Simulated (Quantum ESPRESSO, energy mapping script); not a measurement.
# CoO: energy mapping under PBE+U (3.5 eV), QE, GBRV, part 2 of 2

How strongly do the moments of CoO couple under PBE+U (3.5 eV), QE, GBRV? The plan is to run several orders and fit a Heisenberg model.

PBE with U = 3.5 eV on Co d, ortho-atomic projectors; plane waves, U on orthogonalised atomic orbitals unless named otherwise, collinear spin, no spin–orbit coupling.

So far. Step 4 (Run 3 (parallel; cell B, 4 atoms)): The run ends ferromagnetic. For each magnetic atom its energy differs from the parallel run of the first cell by 0.15 meV, an error that one common reference would have brought in.

## 6. Parallel start in cell C (6 atoms)

Level of this step: PBE with U = 3.5 eV on Co d, ortho-atomic projectors, GBRV potentials (Quantum ESPRESSO).

A new cell needs its own zero of energy.

Input file pw.in:

```
&control
  calculation = 'scf'
  prefix = 'pw'
  outdir = './tmp/'
  pseudo_dir = './pseudo/'
  verbosity = 'low'
/
&system
  ibrav = 0
  nat = 6
  ntyp = 2
  ecutwfc = 45
  ecutrho = 360
  nbnd = 55
  occupations = 'smearing'
  smearing = 'fd'
  degauss = 0.00367493
  nspin = 2
  starting_magnetization(1) = 0.1765
/
&electrons
  conv_thr = 1.5e-08
  electron_maxstep = 120
  mixing_beta = 0.3
  mixing_mode = 'plain'
/
ATOMIC_SPECIES
  Co 58.9332 Co.upf
  O 15.9990 O.upf
CELL_PARAMETERS angstrom
  0.00000000 -2.13150000 -2.13150000
  -4.26300000 0.00000000 0.00000000
  2.13150000 4.26300000 -2.13150000
ATOMIC_POSITIONS crystal
  Co 0.66666667 0.66666667 0.33333333
  Co 0.33333333 0.33333333 0.66666667
  Co 0.00000000 0.00000000 0.00000000
  O 0.66666667 0.16666667 0.33333333
  O 0.33333333 0.83333333 0.66666667
  O 0.00000000 0.50000000 0.00000000
K_POINTS automatic
  10 10 10 0 0 0
HUBBARD {ortho-atomic}
U Co-3d 3.5
```

On the command line:

```
OMP_NUM_THREADS=1 mpirun -n 8 pw.x -nk 8 -in pw.in > pw.out
```

Log:

```text
[banner, memory and clock lines left out]
Program PWSCF v.7.5 starts
[...]
unit-cell volume          =     392.1063 (a.u.)^3
     number of atoms/cell      =            6
[...]
number of electrons       =        69.00
     number of Kohn-Sham states=           55
     kinetic-energy cutoff     =      45.0000  Ry
     charge density cutoff     =     360.0000  Ry
[...]
The total energy is F=E-TS. E is the sum of the following terms:
     one-electron contribution =    -548.72957218 Ry
     hartree contribution      =     314.40833882 Ry
     xc contribution           =    -120.11354437 Ry
     ewald contribution        =    -637.68858516 Ry
     Hubbard energy            =       0.34563430 Ry
     total magnetization       =     8.98 Bohr mag/cell
     absolute magnetization    =     9.07 Bohr mag/cell
     convergence has been achieved in  38 iterations
[key lines of the parts left out:]
!    total energy              =    -991.78559505 Ry
the Fermi energy is    13.1922 ev
```

It took 8.4 min on 8 MPI ranks of Arm Neoverse N1, shared host; peak memory 1.5 GiB; 64 min of CPU time.

The run ends ferromagnetic. For each magnetic atom its energy differs from the parallel run of the first cell by 0.12 meV, an error that one common reference would have brought in.

## 7. Order 6: uncompensated ++−, cell C of 6 atoms

This order reverses 6.67 of the 12 neighbours at 3.01 Å, 2.67 of the 6 neighbours at 4.26 Å and 8 of the 24 neighbours at 5.22 Å, counted for an average magnetic atom.

Edit pw.in of step 6 so:

```diff
@@ -10,6 +10,6 @@
   nat = 6
-  ntyp = 2
+  ntyp = 3
   ecutwfc = 45
   ecutrho = 360
-  nbnd = 55
+  nbnd = 52
   occupations = 'smearing'
@@ -19,2 +19,3 @@
   starting_magnetization(1) = 0.1765
+  starting_magnetization(2) = -0.1765
 /
@@ -27,3 +28,4 @@
 ATOMIC_SPECIES
-  Co 58.9332 Co.upf
+  Co1 58.9332 Co.upf
+  Co2 58.9332 Co.upf
   O 15.9990 O.upf
@@ -34,5 +36,5 @@
 ATOMIC_POSITIONS crystal
-  Co 0.66666667 0.66666667 0.33333333
-  Co 0.33333333 0.33333333 0.66666667
-  Co 0.00000000 0.00000000 0.00000000
+  Co1 0.66666667 0.66666667 0.33333333
+  Co1 0.33333333 0.33333333 0.66666667
+  Co2 0.00000000 0.00000000 0.00000000
   O 0.66666667 0.16666667 0.33333333
@@ -43,2 +45,3 @@
 HUBBARD {ortho-atomic}
-U Co-3d 3.5
+U Co1-3d 3.5
+U Co2-3d 3.5
```

Log:

```text
[banner, memory and clock lines left out]
Program PWSCF v.7.5 starts
[...]
unit-cell volume          =     392.1063 (a.u.)^3
     number of atoms/cell      =            6
[...]
number of electrons       =        69.00
     number of Kohn-Sham states=           52
     kinetic-energy cutoff     =      45.0000  Ry
     charge density cutoff     =     360.0000  Ry
[...]
The total energy is F=E-TS. E is the sum of the following terms:
     one-electron contribution =    -548.99116248 Ry
     hartree contribution      =     314.86584757 Ry
     xc contribution           =    -120.26640645 Ry
     ewald contribution        =    -637.68858516 Ry
     Hubbard energy            =       0.12920657 Ry
     total magnetization       =     3.00 Bohr mag/cell
     absolute magnetization    =     8.47 Bohr mag/cell
     convergence has been achieved in  22 iterations
[key lines of the parts left out:]
!    total energy              =    -991.95110011 Ry
the Fermi energy is    13.7593 ev
```

Elapsed: 4.6 min, on 8 MPI ranks; peak memory 1.5 GiB; 37 min of CPU time.

The run ends ferrimagnetic, 768.44 meV a magnetic atom below the parallel order of its cell, a difference that unlike orbital or electronic states can set, not exchange alone.

## 8. Order 7: parallel, cell D of 6 atoms

The parallel order again, as the reference for this cell.

This run holds the same structure in another cell (b 4.263 → 3.014 Å, c 5.221 → 6.740 Å, α 114.1 → 102.9°, β 106.8 → 102.9°).

Input file pw.in:

```
&control
  calculation = 'scf'
  prefix = 'pw'
  outdir = './tmp/'
  pseudo_dir = './pseudo/'
  verbosity = 'low'
/
&system
  ibrav = 0
  nat = 6
  ntyp = 2
  ecutwfc = 45
  ecutrho = 360
  nbnd = 55
  occupations = 'smearing'
  smearing = 'fd'
  degauss = 0.00367493
  nspin = 2
  starting_magnetization(1) = 0.1765
/
&electrons
  conv_thr = 1.5e-08
  electron_maxstep = 120
  mixing_beta = 0.3
  mixing_mode = 'plain'
/
ATOMIC_SPECIES
  Co 58.9332 Co.upf
  O 15.9990 O.upf
CELL_PARAMETERS angstrom
  0.00000000 2.13150000 2.13150000
  0.00000000 2.13150000 -2.13150000
  -6.39450000 -2.13150000 0.00000000
ATOMIC_POSITIONS crystal
  Co 0.00000000 0.00000000 0.00000000
  Co 0.33333333 0.33333333 0.66666667
  Co 0.66666667 0.66666667 0.33333333
  O 0.83333333 0.83333333 0.66666667
  O 0.16666667 0.16666667 0.33333333
  O 0.50000000 0.50000000 0.00000000
K_POINTS automatic
  10 10 10 0 0 0
HUBBARD {ortho-atomic}
U Co-3d 3.5
```

Log:

```text
[banner, memory and clock lines left out]
Program PWSCF v.7.5 starts
[...]
unit-cell volume          =     392.1063 (a.u.)^3
     number of atoms/cell      =            6
[...]
number of electrons       =        69.00
     number of Kohn-Sham states=           55
     kinetic-energy cutoff     =      45.0000  Ry
     charge density cutoff     =     360.0000  Ry
[...]
The total energy is F=E-TS. E is the sum of the following terms:
     one-electron contribution =    -548.73018818 Ry
     hartree contribution      =     314.40888089 Ry
     xc contribution           =    -120.11342961 Ry
     ewald contribution        =    -637.68858516 Ry
     Hubbard energy            =       0.34561318 Ry
     total magnetization       =     8.98 Bohr mag/cell
     absolute magnetization    =     9.06 Bohr mag/cell
     convergence has been achieved in  21 iterations
[key lines of the parts left out:]
!    total energy              =    -991.78559485 Ry
the Fermi energy is    13.1920 ev
```

Wall time 2.5 min (8 MPI ranks); peak memory 1.2 GiB.

The run ends ferromagnetic. For each magnetic atom its energy differs from the parallel run of the first cell by 0.16 meV, an error that one common reference would have brought in.

## 9. Order 8: uncompensated ++−, cell D of 6 atoms

This order reverses 5.33 of the 12 neighbours at 3.01 Å, 1.33 of the 6 neighbours at 4.26 Å and 16 of the 24 neighbours at 5.22 Å, counted for an average magnetic atom.

Edit pw.in of step 8 so:

```diff
@@ -10,6 +10,6 @@
   nat = 6
-  ntyp = 2
+  ntyp = 3
   ecutwfc = 45
   ecutrho = 360
-  nbnd = 55
+  nbnd = 52
   occupations = 'smearing'
@@ -19,2 +19,3 @@
   starting_magnetization(1) = 0.1765
+  starting_magnetization(2) = -0.1765
 /
@@ -27,3 +28,4 @@
 ATOMIC_SPECIES
-  Co 58.9332 Co.upf
+  Co1 58.9332 Co.upf
+  Co2 58.9332 Co.upf
   O 15.9990 O.upf
@@ -34,5 +36,5 @@
 ATOMIC_POSITIONS crystal
-  Co 0.00000000 0.00000000 0.00000000
-  Co 0.33333333 0.33333333 0.66666667
-  Co 0.66666667 0.66666667 0.33333333
+  Co1 0.00000000 0.00000000 0.00000000
+  Co1 0.33333333 0.33333333 0.66666667
+  Co2 0.66666667 0.66666667 0.33333333
   O 0.83333333 0.83333333 0.66666667
@@ -43,2 +45,3 @@
 HUBBARD {ortho-atomic}
-U Co-3d 3.5
+U Co1-3d 3.5
+U Co2-3d 3.5
```

Log:

```text
[banner, memory and clock lines left out]
Program PWSCF v.7.5 starts
[...]
unit-cell volume          =     392.1063 (a.u.)^3
     number of atoms/cell      =            6
[...]
number of electrons       =        69.00
     number of Kohn-Sham states=           52
     kinetic-energy cutoff     =      45.0000  Ry
     charge density cutoff     =     360.0000  Ry
[...]
The total energy is F=E-TS. E is the sum of the following terms:
     one-electron contribution =    -549.18519450 Ry
     hartree contribution      =     314.85909812 Ry
     xc contribution           =    -120.09882672 Ry
     ewald contribution        =    -637.68858516 Ry
     Hubbard energy            =       0.34128975 Ry
     total magnetization       =     2.97 Bohr mag/cell
     absolute magnetization    =     8.23 Bohr mag/cell
     convergence has been achieved in  24 iterations
[key lines of the parts left out:]
!    total energy              =    -991.78120216 Ry
the Fermi energy is    13.1403 ev
```

Run time: 3.4 min. Hardware: 8 MPI ranks; peak memory 1.2 GiB; 27 min of CPU time.

The run ends ferrimagnetic, 22.41 meV a magnetic atom above the parallel order of its cell, a difference that unlike orbital or electronic states can set, not exchange alone (energies taken at zero occupation width, not the printed F).

## 10. Parallel start in cell E (6 atoms)

The parallel order again, as the reference for this cell.

This run holds the same structure in another cell (c 6.740 → 7.384 Å, α 102.9 → 90.0°, β 102.9 → 90.0°, γ 90.0 → 120.0°).

Input file pw.in:

```
&control
  calculation = 'scf'
  prefix = 'pw'
  outdir = './tmp/'
  pseudo_dir = './pseudo/'
  verbosity = 'low'
/
&system
  ibrav = 0
  nat = 6
  ntyp = 2
  ecutwfc = 45
  ecutrho = 360
  nbnd = 55
  occupations = 'smearing'
  smearing = 'fd'
  degauss = 0.00367493
  nspin = 2
  starting_magnetization(1) = 0.1765
/
&electrons
  conv_thr = 1.5e-08
  electron_maxstep = 120
  mixing_beta = 0.3
  mixing_mode = 'plain'
/
ATOMIC_SPECIES
  Co 58.9332 Co.upf
  O 15.9990 O.upf
CELL_PARAMETERS angstrom
  0.00000000 2.13150000 2.13150000
  -2.13150000 0.00000000 -2.13150000
  -4.26300000 -4.26300000 4.26300000
ATOMIC_POSITIONS crystal
  Co 0.00000000 0.00000000 0.00000000
  Co 0.33333333 0.66666667 0.66666667
  Co 0.66666667 0.33333333 0.33333333
  O 0.66666667 0.33333333 0.83333333
  O 0.00000000 0.00000000 0.50000000
  O 0.33333333 0.66666667 0.16666667
K_POINTS automatic
  11 11 4 0 0 0
HUBBARD {ortho-atomic}
U Co-3d 3.5
```

Log:

```text
[banner, memory and clock lines left out]
Program PWSCF v.7.5 starts
[...]
unit-cell volume          =     392.1063 (a.u.)^3
     number of atoms/cell      =            6
[...]
number of electrons       =        69.00
     number of Kohn-Sham states=           55
     kinetic-energy cutoff     =      45.0000  Ry
     charge density cutoff     =     360.0000  Ry
[...]
The total energy is F=E-TS. E is the sum of the following terms:
     one-electron contribution =    -548.72946623 Ry
     hartree contribution      =     314.40812323 Ry
     xc contribution           =    -120.11343495 Ry
     ewald contribution        =    -637.68858516 Ry
     Hubbard energy            =       0.34563516 Ry
     total magnetization       =     8.98 Bohr mag/cell
     absolute magnetization    =     9.06 Bohr mag/cell
     convergence has been achieved in  23 iterations
[key lines of the parts left out:]
!    total energy              =    -991.78559593 Ry
the Fermi energy is    13.1913 ev
```

Elapsed: 96 s, on 8 MPI ranks; peak memory 1 GiB; 13 min of CPU time.

The run ends ferromagnetic. For each magnetic atom its energy differs from the parallel run of the first cell by 0.12 meV, an error that one common reference would have brought in.

## 11. Run 10 (uncompensated ++−; cell E, 6 atoms)

This order reverses 4 of the 12 neighbours at 3.01 Å, 4 of the 6 neighbours at 4.26 Å and 12 of the 24 neighbours at 5.22 Å, counted for an average magnetic atom.

Edit pw.in of step 10 so:

```diff
@@ -10,6 +10,6 @@
   nat = 6
-  ntyp = 2
+  ntyp = 3
   ecutwfc = 45
   ecutrho = 360
-  nbnd = 55
+  nbnd = 52
   occupations = 'smearing'
@@ -19,2 +19,3 @@
   starting_magnetization(1) = 0.1765
+  starting_magnetization(2) = -0.1765
 /
@@ -27,3 +28,4 @@
 ATOMIC_SPECIES
-  Co 58.9332 Co.upf
+  Co1 58.9332 Co.upf
+  Co2 58.9332 Co.upf
   O 15.9990 O.upf
@@ -34,5 +36,5 @@
 ATOMIC_POSITIONS crystal
-  Co 0.00000000 0.00000000 0.00000000
-  Co 0.33333333 0.66666667 0.66666667
-  Co 0.66666667 0.33333333 0.33333333
+  Co1 0.00000000 0.00000000 0.00000000
+  Co1 0.33333333 0.66666667 0.66666667
+  Co2 0.66666667 0.33333333 0.33333333
   O 0.66666667 0.33333333 0.83333333
@@ -43,2 +45,3 @@
 HUBBARD {ortho-atomic}
-U Co-3d 3.5
+U Co1-3d 3.5
+U Co2-3d 3.5
```

Log:

```text
[banner, memory and clock lines left out]
Program PWSCF v.7.5 starts
[...]
unit-cell volume          =     392.1063 (a.u.)^3
     number of atoms/cell      =            6
[...]
number of electrons       =        69.00
     number of Kohn-Sham states=           52
     kinetic-energy cutoff     =      45.0000  Ry
     charge density cutoff     =     360.0000  Ry
[...]
The total energy is F=E-TS. E is the sum of the following terms:
     one-electron contribution =    -548.91865480 Ry
     hartree contribution      =     314.55927539 Ry
     xc contribution           =    -120.09060426 Ry
     ewald contribution        =    -637.68858516 Ry
     Hubbard energy            =       0.35424543 Ry
     total magnetization       =     3.00 Bohr mag/cell
     absolute magnetization    =     8.43 Bohr mag/cell
     convergence has been achieved in  25 iterations
[key lines of the parts left out:]
!    total energy              =    -991.79197138 Ry
the Fermi energy is    13.1820 ev
```

Run time: 2.1 min. Hardware: 8 MPI ranks; peak memory 1.1 GiB; 16 min of CPU time.

The run ends ferrimagnetic, 29.41 meV a magnetic atom below the parallel order of its cell, a difference that unlike orbital or electronic states can set, not exchange alone (energies taken at zero occupation width, not the printed F).

## 12. Mapping onto a Heisenberg model

Each energy difference is a sum of couplings weighted by the pairs that the order reverses. A few near shells are fitted to the differences by least squares. Energies are those extrapolated to zero occupation width, not the free energies F.

Energies from the parallel order of the same cell:

| order | atoms | energy (meV a magnetic atom) | moments (μB) | moments kept as typed | opposed neighbours at 3.01, 4.26, 5.22 Å |
| --- | --- | --- | --- | --- | --- |
| parallel in cell A | 4 | 0.00 | 2.61 | yes | 0, 0, 0 |
| compensated +− in cell A | 4 | 44.94 | 2.38 | yes | 8, 0, 16 |
| parallel in cell B | 4 | 0.00 | 2.61 | yes | 0, 0, 0 |
| compensated +− in cell B | 4 | -40.80 | 2.55 | yes | 6, 6, 12 |
| parallel in cell C | 6 | 0.00 | 2.61 | yes | 0, 0, 0 |
| uncompensated ++− in cell C | 6 | -768.44 | 2.57 to 2.58 | yes | 6.67, 2.67, 8 |
| parallel in cell D | 6 | 0.00 | 2.61 | yes | 0, 0, 0 |
| uncompensated ++− in cell D | 6 | 22.41 | 2.45 to 2.53 | yes | 5.33, 1.33, 16 |
| parallel in cell E | 6 | 0.00 | 2.61 | yes | 0, 0, 0 |
| uncompensated ++− in cell E | 6 | -29.41 | 2.54 to 2.58 | yes | 4, 4, 12 |

Fitted to E = −Σ J e·e over ordered pairs of unit vectors (J > 0 favours parallel moments):

| pair | distance (Å) | neighbours | J (meV) |
| --- | --- | --- | --- |
| Co–Co | 3.01 | 12 | -62.0 |
| Co–Co | 4.26 | 6 | -6.51 |
| Co–Co | 5.22 | 24 | 32.5 |
| Co–Co | 6.03 | 12 | -32.0 |

## 13. Outcome

```json
{"couplings": "not to be trusted"}
```

The warning signs here (some orders are gapless and others have a gap; open shells started apart) can come from unlike orbital states, and these open shells were not started from one set of occupation matrices, so the fitted couplings are not taken as the crystal's.

[Logs and program files are shortened in this print: banners, set-up blocks, solver, clock and traceback lines can be left out without a mark of their own.]

[Logs are printed without paths, hosts, clocks, repeated set-up lines and the standing remarks that a program may print on its own settings, such as how far it seeks lower states.]

[Hosts, paths, dates, database ids (printed as entryN), source tags and the programs' standing remarks are cut or masked in the printed files.]

[Where a cell is said to come from a database of computed structures, the database is the Materials Project.]
